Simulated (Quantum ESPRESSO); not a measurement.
**NaCl (Fm-3m): phonon frequency against volume, with a fit**

Wanted: a fit of frequency against volume for NaCl (Fm-3m), tested on a run that is left out of it.

Program: Quantum ESPRESSO 7.5. Level of theory: DFT LDA, scalar-relativistic, plane waves, PseudoDojo norm-conserving pseudopotentials. Results are calculated unless marked as measured.

The database entry behind the starting cell differs from later determinations by our own check (an axis about 0.4 % short against later determinations), so it need not match the best structure at ambient conditions.

## 1. Set-up

The structure is cubic, space group Fm-3m (No. 225). The conventional cell has a = 5.466 Å, b = 5.466 Å, c = 5.466 Å, α = 90.00°, β = 90.00°, γ = 90.00°. Nearest to Na lie 6 Cl at 2.73 Å. Nearest to Cl lie 6 Na at 2.73 Å. Farther neighbours and most contacts between anions are not listed.

This is the cell after its relaxation at this level of theory, not the database cell from which that began.

## 2. Runs at several volumes

The relaxed cell is scaled uniformly; in this structure symmetry fixes all atoms, so nothing has to be relaxed anew. Each volume gets a ground state and a response at Γ. The mode followed is the highest one without the macroscopic field, of symmetry T1u; longitudinal polar modes lie higher. Cutoff 97 Ry, k mesh 8×8×8.

From the response at V/V₀ = 0.94:

Log:

```text
[banners, grids, parts of the stress and lines that vanish by symmetry left out]
Program PHONON v.7.5
     Reading xml data from directory:

[...]
Exchange-correlation= PW
                           (   1   4   0   0   0   0   0)
[...]
kinetic-energy cut-off    =      97.0000  Ry
     charge density cut-off    =     388.0000  Ry
     convergence threshold     =      1.0E-18
[...]
Exchange-correlation= PW
                           (   1   4   0   0   0   0   0)
[...]
q = (   0.0000000   0.0000000   0.0000000 )
     49 Sym.Ops. (with q -> -q+G )
     G cutoff =  503.0855  (  33487 G-vectors)     FFT grid: ( 45, 45, 45)
     number of k points=    29
[...]
Mode symmetry, O_h (m-3m)  point group:
[...]
Dielectric constant
[...]
End of electric fields calculation
          Dielectric constant in cartesian axis
          (       2.733901317      -0.000000000      -0.000000000 )
          (      -0.000000000       2.733901317      -0.000000000 )
          (      -0.000000000      -0.000000000       2.733901317 )
          Effective charges (d Force / dE) in cartesian axis without acoustic sum rule applied (asr)
           atom    1  Na    Mean Z*:        1.05297
      Ex  (        1.05297       -0.00000        0.00000 )
      Ey  (       -0.00000        1.05297       -0.00000 )
      Ez  (        0.00000       -0.00000        1.05297 )
           atom    2  Cl    Mean Z*:       -1.05343
      Ex  (       -1.05343        0.00000       -0.00000 )
      Ey  (        0.00000       -1.05343       -0.00000 )
      Ez  (        0.00000        0.00000       -1.05343 )
          Effective charges Sum: Mean:       -0.00045
[...]
Effective charges (d Force / dE) in cartesian axis with asr applied:
           atom    1  Na    Mean Z*:        1.05320
[...]
atom    2  Cl    Mean Z*:       -1.05320
[...]
Representation #   1 modes #   1   2   3
[...]
End of self-consistent calculation
     Convergence has been achieved
     Representation #   2 modes #   4   5   6
[...]
End of self-consistent calculation
     Convergence has been achieved
[...]
Dielectric constant in cartesian axis
          (       2.733901317      -0.000000000      -0.000000000 )
          (      -0.000000000       2.733901317      -0.000000000 )
          (      -0.000000000      -0.000000000       2.733901317 )
          Effective charges (d Force / dE) in cartesian axis without acoustic sum rule applied (asr)
           atom    1  Na    Mean Z*:        1.05297
      Ex  (        1.05297       -0.00000        0.00000 )
      Ey  (       -0.00000        1.05297       -0.00000 )
      Ez  (        0.00000       -0.00000        1.05297 )
           atom    2  Cl    Mean Z*:       -1.05343
      Ex  (       -1.05343        0.00000       -0.00000 )
      Ey  (        0.00000       -1.05343       -0.00000 )
      Ez  (        0.00000        0.00000       -1.05343 )
          Effective charges Sum: Mean:       -0.00045
[...]
Effective charges (d Force / dE) in cartesian axis with asr applied:
           atom    1  Na    Mean Z*:        1.05320
[...]
atom    2  Cl    Mean Z*:       -1.05320
[...]
q = (    0.000000000   0.000000000   0.000000000 )
[...]
freq (    1) =       0.106056 [THz] =       3.537637 [cm-1]
     freq (    2) =       0.106056 [THz] =       3.537637 [cm-1]
     freq (    3) =       0.106056 [THz] =       3.537637 [cm-1]
     freq (    4) =       6.509401 [THz] =     217.130257 [cm-1]
     freq (    5) =       6.509401 [THz] =     217.130257 [cm-1]
     freq (    6) =       6.509401 [THz] =     217.130257 [cm-1]
[...]
Mode symmetry, O_h (m-3m)  point group:
     freq (   1-   3) =          3.5  [cm-1]   --> T_1u G_15  G_4- I
     freq (   4-   6) =        217.1  [cm-1]   --> T_1u G_15  G_4- I

   JOB DONE.
```

One volume, V/V₀ = 1, is held back as a test.

| V/V₀ | volume (Å³/atom) | pressure (GPa) | ω (cm⁻¹) |
| --- | --- | --- | --- |
| 0.94 | 19.187 | 2.30 | 217.13 |
| 0.97 | 19.800 | 1.05 | 202.47 |
| 1 | 20.412 | 0.00 | held back |
| 1.03 | 21.024 | -0.89 | 175.24 |
| 1.06 | 21.637 | -1.63 | 162.51 |

## 3. The fit

The mode Grüneisen parameter is γ = −d ln ω / d ln V.

| ln(V/V₀) | ln ω |
| --- | --- |
| -0.0619 | 5.3805 |
| -0.0305 | 5.3106 |
| 0.0296 | 5.1662 |
| 0.0583 | 5.0907 |

A straight line through these points has the slope -2.410, so γ = 2.41; at V/V₀ = 1 it predicts ω = exp(5.2343 + 0.0000) = 187.59 cm⁻¹.

A parabola of pressure against ln V through V/V₀ = 0.97, 1 and 1.03 gives the bulk modulus B = −dP/d ln V = 32 GPa at V₀. With ω₀ from the fitted line the pressure coefficient follows as dω/dP = γ ω₀ / B = 2.41 × 187.6 / 32 = 14.1 cm⁻¹/GPa.

## 4. The run that was held back

Log:

```text
[banners, grids, parts of the stress and lines that vanish by symmetry left out]
[banner, memory and clock lines left out]
Program PHONON v.7.5

[...]
Exchange-correlation= PW
                           (   1   4   0   0   0   0   0)
[...]
kinetic-energy cut-off    =      97.0000  Ry
     charge density cut-off    =     388.0000  Ry
     convergence threshold     =      1.0E-18
[...]
Exchange-correlation= PW
                           (   1   4   0   0   0   0   0)
[...]
q = (   0.0000000   0.0000000   0.0000000 )
     49 Sym.Ops. (with q -> -q+G )
     G cutoff =  524.2719  (  35629 G-vectors)     FFT grid: ( 45, 45, 45)
     number of k points=    29
[...]
Mode symmetry, O_h (m-3m)  point group:
[...]
Dielectric constant
[...]
End of electric fields calculation
          Dielectric constant in cartesian axis
          (       2.677478385       0.000000000       0.000000000 )
          (      -0.000000000       2.677478385      -0.000000000 )
          (       0.000000000      -0.000000000       2.677478385 )
          Effective charges (d Force / dE) in cartesian axis without acoustic sum rule applied (asr)
           atom    1  Na    Mean Z*:        1.07337
      Ex  (        1.07337       -0.00000        0.00000 )
      Ey  (       -0.00000        1.07337       -0.00000 )
      Ez  (        0.00000       -0.00000        1.07337 )
           atom    2  Cl    Mean Z*:       -1.07381
      Ex  (       -1.07381        0.00000        0.00000 )
      Ey  (        0.00000       -1.07381       -0.00000 )
      Ez  (        0.00000       -0.00000       -1.07381 )
[...]
Representation #   1 modes #   1   2   3
[...]
End of self-consistent calculation
     Convergence has been achieved
     Representation #   2 modes #   4   5   6
[...]
End of self-consistent calculation
     Convergence has been achieved
[...]
Dielectric constant in cartesian axis
          (       2.677478385       0.000000000       0.000000000 )
          (      -0.000000000       2.677478385      -0.000000000 )
          (       0.000000000      -0.000000000       2.677478385 )
          Effective charges (d Force / dE) in cartesian axis without acoustic sum rule applied (asr)
           atom    1  Na    Mean Z*:        1.07337
      Ex  (        1.07337       -0.00000        0.00000 )
      Ey  (       -0.00000        1.07337       -0.00000 )
      Ez  (        0.00000       -0.00000        1.07337 )
           atom    2  Cl    Mean Z*:       -1.07381
      Ex  (       -1.07381        0.00000        0.00000 )
      Ey  (        0.00000       -1.07381       -0.00000 )
      Ez  (        0.00000       -0.00000       -1.07381 )
          Effective charges Sum: Mean:       -0.00045
[...]
Effective charges (d Force / dE) in cartesian axis with asr applied:
           atom    1  Na    Mean Z*:        1.07359
[...]
atom    2  Cl    Mean Z*:       -1.07359
[...]
q = (    0.000000000   0.000000000   0.000000000 )
[...]
freq (    1) =       0.108685 [THz] =       3.625326 [cm-1]
     freq (    2) =       0.108685 [THz] =       3.625326 [cm-1]
     freq (    3) =       0.108685 [THz] =       3.625326 [cm-1]
     freq (    4) =       5.652324 [THz] =     188.541229 [cm-1]
     freq (    5) =       5.652324 [THz] =     188.541229 [cm-1]
     freq (    6) =       5.652324 [THz] =     188.541229 [cm-1]
[...]
Mode symmetry, O_h (m-3m)  point group:
     freq (   1-   3) =          3.6  [cm-1]   --> T_1u G_15  G_4- I
     freq (   4-   6) =        188.5  [cm-1]   --> T_1u G_15  G_4- I
```

It gives 188.54 cm⁻¹ against the predicted 187.59 cm⁻¹, a miss of 0.9 cm⁻¹.

## 5. Outcome

| Item | Value |
| --- | --- |
| mode Grüneisen parameter | 2.410 |
| bulk modulus | 32.2 GPa |
| pressure coefficient | 14.1 cm⁻¹/GPa |

The highest optical mode of NaCl (Fm-3m) without the LO-TO term stiffens by 14.1 cm⁻¹ a GPa near the relaxed volume, with γ = 2.41. The power law meets all 5 runs within 0.51 %; between neighbouring volumes γ runs from 2.23 to 2.63. Such a coefficient turns a measured shift of this mode into a hydrostatic stress; uniaxial or biaxial stress splits the mode and needs deformation potentials. These are harmonic values at zero temperature for the structure held cubic, which a run at Γ can't show to be stable; the bulk modulus rests on three points.

[Host names and launcher messages were left out of these logs when they were recorded.]

[Logs are printed without paths, hosts, clocks, repeated set-up lines and the standing remarks that a program may print on its own settings, such as how far it seeks lower states.]

[Hosts, paths, dates, database ids (printed as entryN), source tags and the programs' standing remarks are cut or masked in the printed files.]
